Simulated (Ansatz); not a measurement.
# SrTiO3 (I4/mcm): converging the G0W0 gap, part 2 of 2

How do accuracy and time trade against each other in G0W0 on SrTiO3 (I4/mcm)?

Ansatz 0.2.0; G0W0 on PBE, plane waves, PAW. Known limits of the many-body steps: not at the basis limit; no spin-orbit coupling; coarse k mesh.

So far. Step 4 (544 empty bands, screening to 160 eV): Against the run with 4×4×4 mesh, 252 empty bands, screening to 96 eV, the gap moves by +0.016 eV.

**5. Changing the k mesh: 2×2×2 mesh, 252 empty bands, screening to 96 eV**

A second mesh at equal bands and cutoff isolates the sampling error. Bands and cutoff differ from the step before, so it is read against an earlier run that matches them.

Contents of input.yaml:

```yaml
crystal:
  lattice:
    - [-2.7555, 2.7555, 3.898]
    - [2.7555, -2.7555, 3.898]
    - [2.7555, 2.7555, -3.898]
  atoms:
    - { symbol: Sr, position: [0.75, 0.25, 0.5] }
    - { symbol: Sr, position: [0.25, 0.75, 0.5] }
    - { symbol: Ti, position: [0.0, 0.0, 0.0] }
    - { symbol: Ti, position: [0.5, 0.5, 0.0] }
    - { symbol: O, position: [0.25, 0.25, 0.0] }
    - { symbol: O, position: [0.75, 0.75, 0.0] }
    - { symbol: O, position: [0.7451, 0.2451, 0.9902] }
    - { symbol: O, position: [0.2451, 0.2549, 0.5] }
    - { symbol: O, position: [0.2549, 0.7549, 0.0098] }
    - { symbol: O, position: [0.7549, 0.7451, 0.5] }
kpoints:
  mp_grid: { grid: [2, 2, 2] }
hamiltonian:
  xc: pbe
scf:
  occupations: { method: fixed }
gw:
  n_empty_bands: 252
  ecut_chi: 96
  qp_bands: [v3, c3]
  qp_kpoints: band_edges
  screening: { model: contour_deformation }
```

On the command line:

```sh
$ ansatz run input.yaml --threads 3 --pin off --max-ram 92160MiB --backend cuda --events-out ev --progress --plain --runs-dir out --devices 1 --max-vram 13GiB  # rebuilt from the run's record
```

Numbers of over 12 decimals in the logs are rounded to 6 here.

Log:

```text
GPUs: using 1 of 1 available (devices: 1).
[...]
concurrent solve slots: 2 of 3 are kept, ahead of what memory takes: no pass of the eigensolver takes more rounds on 2
[...]
GPU FFT provider: cuFFT
GPU libraries: cuBLAS 13.8.2, cuFFT 12.4.0, cuSOLVER 12.3.4
Crystal: 10 atoms, lattice volume = 118.387 Å³
Basis set: ecut = 420 eV, 2277 PW (Γ)
[...]
1    39      9.4115   -26.2834     4.9591   -21.1374  0.7205     9.2238     9.2246  root
[...]
3    40     10.0497   -26.0167     5.0249   -20.8299  0.7154     9.8872     9.8878  root
     3    41     12.0919   -12.7461    -6.8192   -20.9162  0.7270    13.4992    13.4427  root
     3    42     13.8593   -14.8604    -6.9716   -23.2272  0.6925    15.3319    15.2546  root
     3    43     13.8593   -14.8604    -6.9716   -23.2272  0.6925    15.3319    15.2546  root
[key lines of the parts left out:]
SCF converged after 7 iterations
Free energy (F): -15508.559917 eV
Fermi energy:    10.137860 eV
```

The job ended after 4.4 s (1 × NVIDIA H100 80GB HBM3 (shared by 6 runs) with 3 threads of AMD EPYC 7R13 (Zen 3), shared host; peak memory 1.1 GiB; 5.2 s of CPU time).

Numbers from this step:

- bands summed: 292
- RPA ε∞ on this mesh (eigenvalues): 8.649, 8.652, 8.652
- plane waves in the screening matrix: 259
- G0W0 gap on the mesh: 3.244 eV
- k of the valence top: 0, 0, 0
- k of the conduction bottom: 0, 0, 0
- starting gap on the mesh: 1.789 eV
- least direct G0W0 gap on the computed points: 3.244 eV

Against the run with 4×4×4 mesh, 252 empty bands, screening to 96 eV, the gap moves by −0.20 eV, while the start moved by −0.11 eV.

**6. Changing the frequency model: 4×4×4 mesh, 252 empty bands, screening to 96 eV, plasmon pole**

A plasmon pole stands in for the full frequency dependence of the screening; this run shows what that costs in accuracy.

input.yaml: that of step 5 with these lines changed.

```diff
@@ -17,3 +17,3 @@
 kpoints:
-  mp_grid: { grid: [2, 2, 2] }
+  mp_grid: { grid: [4, 4, 4] }
 hamiltonian:
@@ -27,2 +27,2 @@
   qp_kpoints: band_edges
-  screening: { model: contour_deformation }
+  screening: { model: godby_needs }
```

Log:

```text
GPUs: using 1 of 1 available (devices: 1).
[...]
GPU FFT provider: cuFFT
GPU libraries: cuBLAS 13.8.2, cuFFT 12.4.0, cuSOLVER 12.3.4
Crystal: 10 atoms, lattice volume = 118.387 Å³
Basis set: ecut = 420 eV, 2277 PW (Γ)
Bands: 50, of which v1, the nominal top of the filled ones, is band 40 counted from 1 (39 counted from 0)
Symmetry: 16 space group operations
[...]
k-points: 13 of 64
[...]
1    39      9.4919   -26.1151     4.6875   -21.2823  0.7747     9.3465     9.3466  root
[...]
12    40      9.9871   -25.9020     4.9107   -20.8370  0.7688     9.8326     9.8328  root
    12    41     12.1427   -12.9723    -6.4307   -20.8926  0.7775    13.6482    13.6322  root
    12    42     13.8930   -14.8422    -6.6709   -23.2092  0.7522    15.5893    15.5892  root
    12    43     13.8930   -14.8422    -6.6709   -23.2092  0.7522    15.5893    15.5892  root
[key lines of the parts left out:]
SCF converged after 6 iterations
Free energy (F): -15508.913692 eV
Fermi energy:    10.073781 eV
```

The job ended after 22 s (1 × NVIDIA H100 80GB HBM3 (shared by 6 runs) with 3 threads; peak memory 1.8 GiB; 44 s of CPU time).

This step gave:

```yaml
bands_summed: 292
plasmon_pole_fit_frequency: 30.52 eV
rpa_eps_infinity_on_this_mesh_eigenvalues: 6.209, 6.209, 6.210
plane_waves_in_the_screening_matrix: 259
g0w0_gap_on_the_mesh: 3.461 eV
k_of_the_valence_top: 0, 0, 0
k_of_the_conduction_bottom: 0, 0, 0
starting_gap_on_the_mesh: 1.901 eV
least_direct_g0w0_gap_on_the_computed_points: 3.461 eV
```

Against the run with 4×4×4 mesh, 252 empty bands, screening to 96 eV, the gap moves by +0.012 eV.

**7. Changing the files: 4×4×4 mesh, 252 empty bands, screening to 96 eV, hard PAW files**

Other atomic data (hard PAW) test the pseudisation: the cutoff goes from 420 to 930 eV, with the same valence electrons.

input.yaml: that of step 6 with these lines changed.

```diff
@@ -20,2 +20,3 @@
   xc: pbe
+  pseudopotentials: { kind: paw, source: ansatz }
 scf:
@@ -27,2 +28,2 @@
   qp_kpoints: band_edges
-  screening: { model: godby_needs }
+  screening: { model: contour_deformation }
```

Log:

```text
GPUs: using 1 of 1 available (devices: 1).
[...]
GPU FFT provider: cuFFT
GPU libraries: cuBLAS 13.8.2, cuFFT 12.4.0, cuSOLVER 12.3.4
Crystal: 10 atoms, lattice volume = 118.387 Å³
Basis set: ecut = 930 eV, 7631 PW (Γ)
Bands: 50, of which v1, the nominal top of the filled ones, is band 40 counted from 1 (39 counted from 0)
Symmetry: 16 space group operations
[...]
k-points: 13 of 64
[...]
1    39      9.4752   -26.1092     4.6347   -21.2761  0.7306     9.2760     9.2768  root
[...]
12    40      9.9731   -25.9031     4.8598   -20.8364  0.7230     9.7654     9.7663  root
    12    41     12.1221   -12.9628    -6.5103   -20.8786  0.7366    13.5721    13.5276  root
    12    42     13.8762   -14.8369    -6.9133   -23.1982  0.6959    15.3966    15.3243  root
    12    43     13.8762   -14.8369    -6.9133   -23.1982  0.6959    15.3966    15.3243  root
[key lines of the parts left out:]
SCF converged after 10 iterations
Free energy (F): -15510.198051 eV
Fermi energy:    10.058875 eV
```

The job ended after 23 s (1 × NVIDIA H100 80GB HBM3 (shared by 6 runs) with 3 threads; peak memory 1.9 GiB; 36 s of CPU time).

This step gave:

```
bands summed                                 : 292
RPA ε∞ on this mesh (eigenvalues)            : 6.219, 6.219, 6.220
plane waves in the screening matrix          : 259
G0W0 gap on the mesh                         : 3.446 eV
k of the valence top                         : 0, 0, 0
k of the conduction bottom                   : 0, 0, 0
starting gap on the mesh                     : 1.895 eV
least direct G0W0 gap on the computed points : 3.446 eV
```

Against the run with 4×4×4 mesh, 252 empty bands, screening to 96 eV, the gap moves by −0.004 eV.

**8. The runs together**

Times are wall times on 1 × NVIDIA H100 80GB HBM3 (shared by 6 runs) with 3 threads of AMD EPYC 7R13 (Zen 3), shared host, good to a factor of about two.

| mesh | files | frequency | bands summed | cutoff (eV) | start (eV) | G0W0 (eV) | time | host memory (GiB) |
| --- | --- | --- | --- | --- | --- | --- | --- | --- |
| 4×4×4 | default PAW | contour deformation | 129 | 48 | 1.901 | 3.682 | 6.7 s | 1.2 |
| 4×4×4 | default PAW | contour deformation | 292 | 96 | 1.901 | 3.449 | 9.7 s | 1.4 |
| 4×4×4 | default PAW | contour deformation | 584 | 160 | 1.901 | 3.465 | 36 s | 2.2 |
| 2×2×2 | default PAW | contour deformation | 292 | 96 | 1.789 | 3.244 | 4.4 s | 1.1 |
| 4×4×4 | default PAW | plasmon pole | 292 | 96 | 1.901 | 3.461 | 22 s | 1.8 |
| 4×4×4 | hard PAW | contour deformation | 292 | 96 | 1.895 | 3.446 | 23 s | 1.9 |

The parts of the quasiparticle energy at the two band edges (eV; QP = start + Σx + Σc − Vxc):

| run | edge | start | Σx | Σc | Vxc | Z | QP |
| --- | --- | --- | --- | --- | --- | --- | --- |
| 129 bands | valence top | 10.07 | -26.08 | 5.08 | -21.02 | 0.73 | 10.10 |
| 129 bands | conduction bottom | 11.97 | -12.65 | -5.83 | -20.29 | 0.75 | 13.78 |
| 292 bands | valence top | 10.07 | -26.08 | 4.87 | -21.02 | 0.72 | 9.88 |
| 292 bands | conduction bottom | 11.97 | -12.65 | -6.28 | -20.29 | 0.74 | 13.33 |
| 584 bands | valence top | 10.07 | -26.08 | 4.61 | -21.02 | 0.72 | 9.63 |
| 584 bands | conduction bottom | 11.97 | -12.65 | -6.51 | -20.29 | 0.74 | 13.09 |

**9. Summary of results**

```
129 bands, 48 eV  : 3.682 eV
292 bands, 96 eV  : 3.449 eV
584 bands, 160 eV : 3.465 eV
mesh and start    : 4×4×4, PBE
```

**Reading.** From 129 to 584 bands the gap moves by −0.22 eV while the time grows 5.3-fold. Σc changes by −0.47 eV at the valence top and −0.69 eV at the conduction bottom, so the levels themselves move more than the gap between them. The gap turns back along the series, so no limit is drawn from it. On the 2×2×2 mesh in place of 4×4×4 the gap differs by −0.20 eV, of which −0.11 eV is already in the start. The plasmon-pole model gives +0.01 eV against contour deformation, 1 % of the correction, and saved no time in this program. Hard PAW files move the gap by −0.004 eV at equal bands and cutoff, −0.01 eV of it in the start. The many-body steps are scalar-relativistic: spin-orbit coupling is not in them.

[Paths, hosts, dates, memory and timing lines, banners, echoed tables and standing remarks are left out of the program output.]

[Logs are printed without paths, hosts, clocks, repeated set-up lines and the standing remarks that a program may print on its own settings, such as how far it seeks lower states.]

[Runs of the session that timed out or met a known fault of the program may be left out.]

[Cells called generated may have been cut or substituted from an entry of the Crystallography Open Database or the Materials Project.]

[Hosts, paths, dates, database ids (printed as entryN), source tags and the programs' standing remarks are cut or masked in the printed files.]
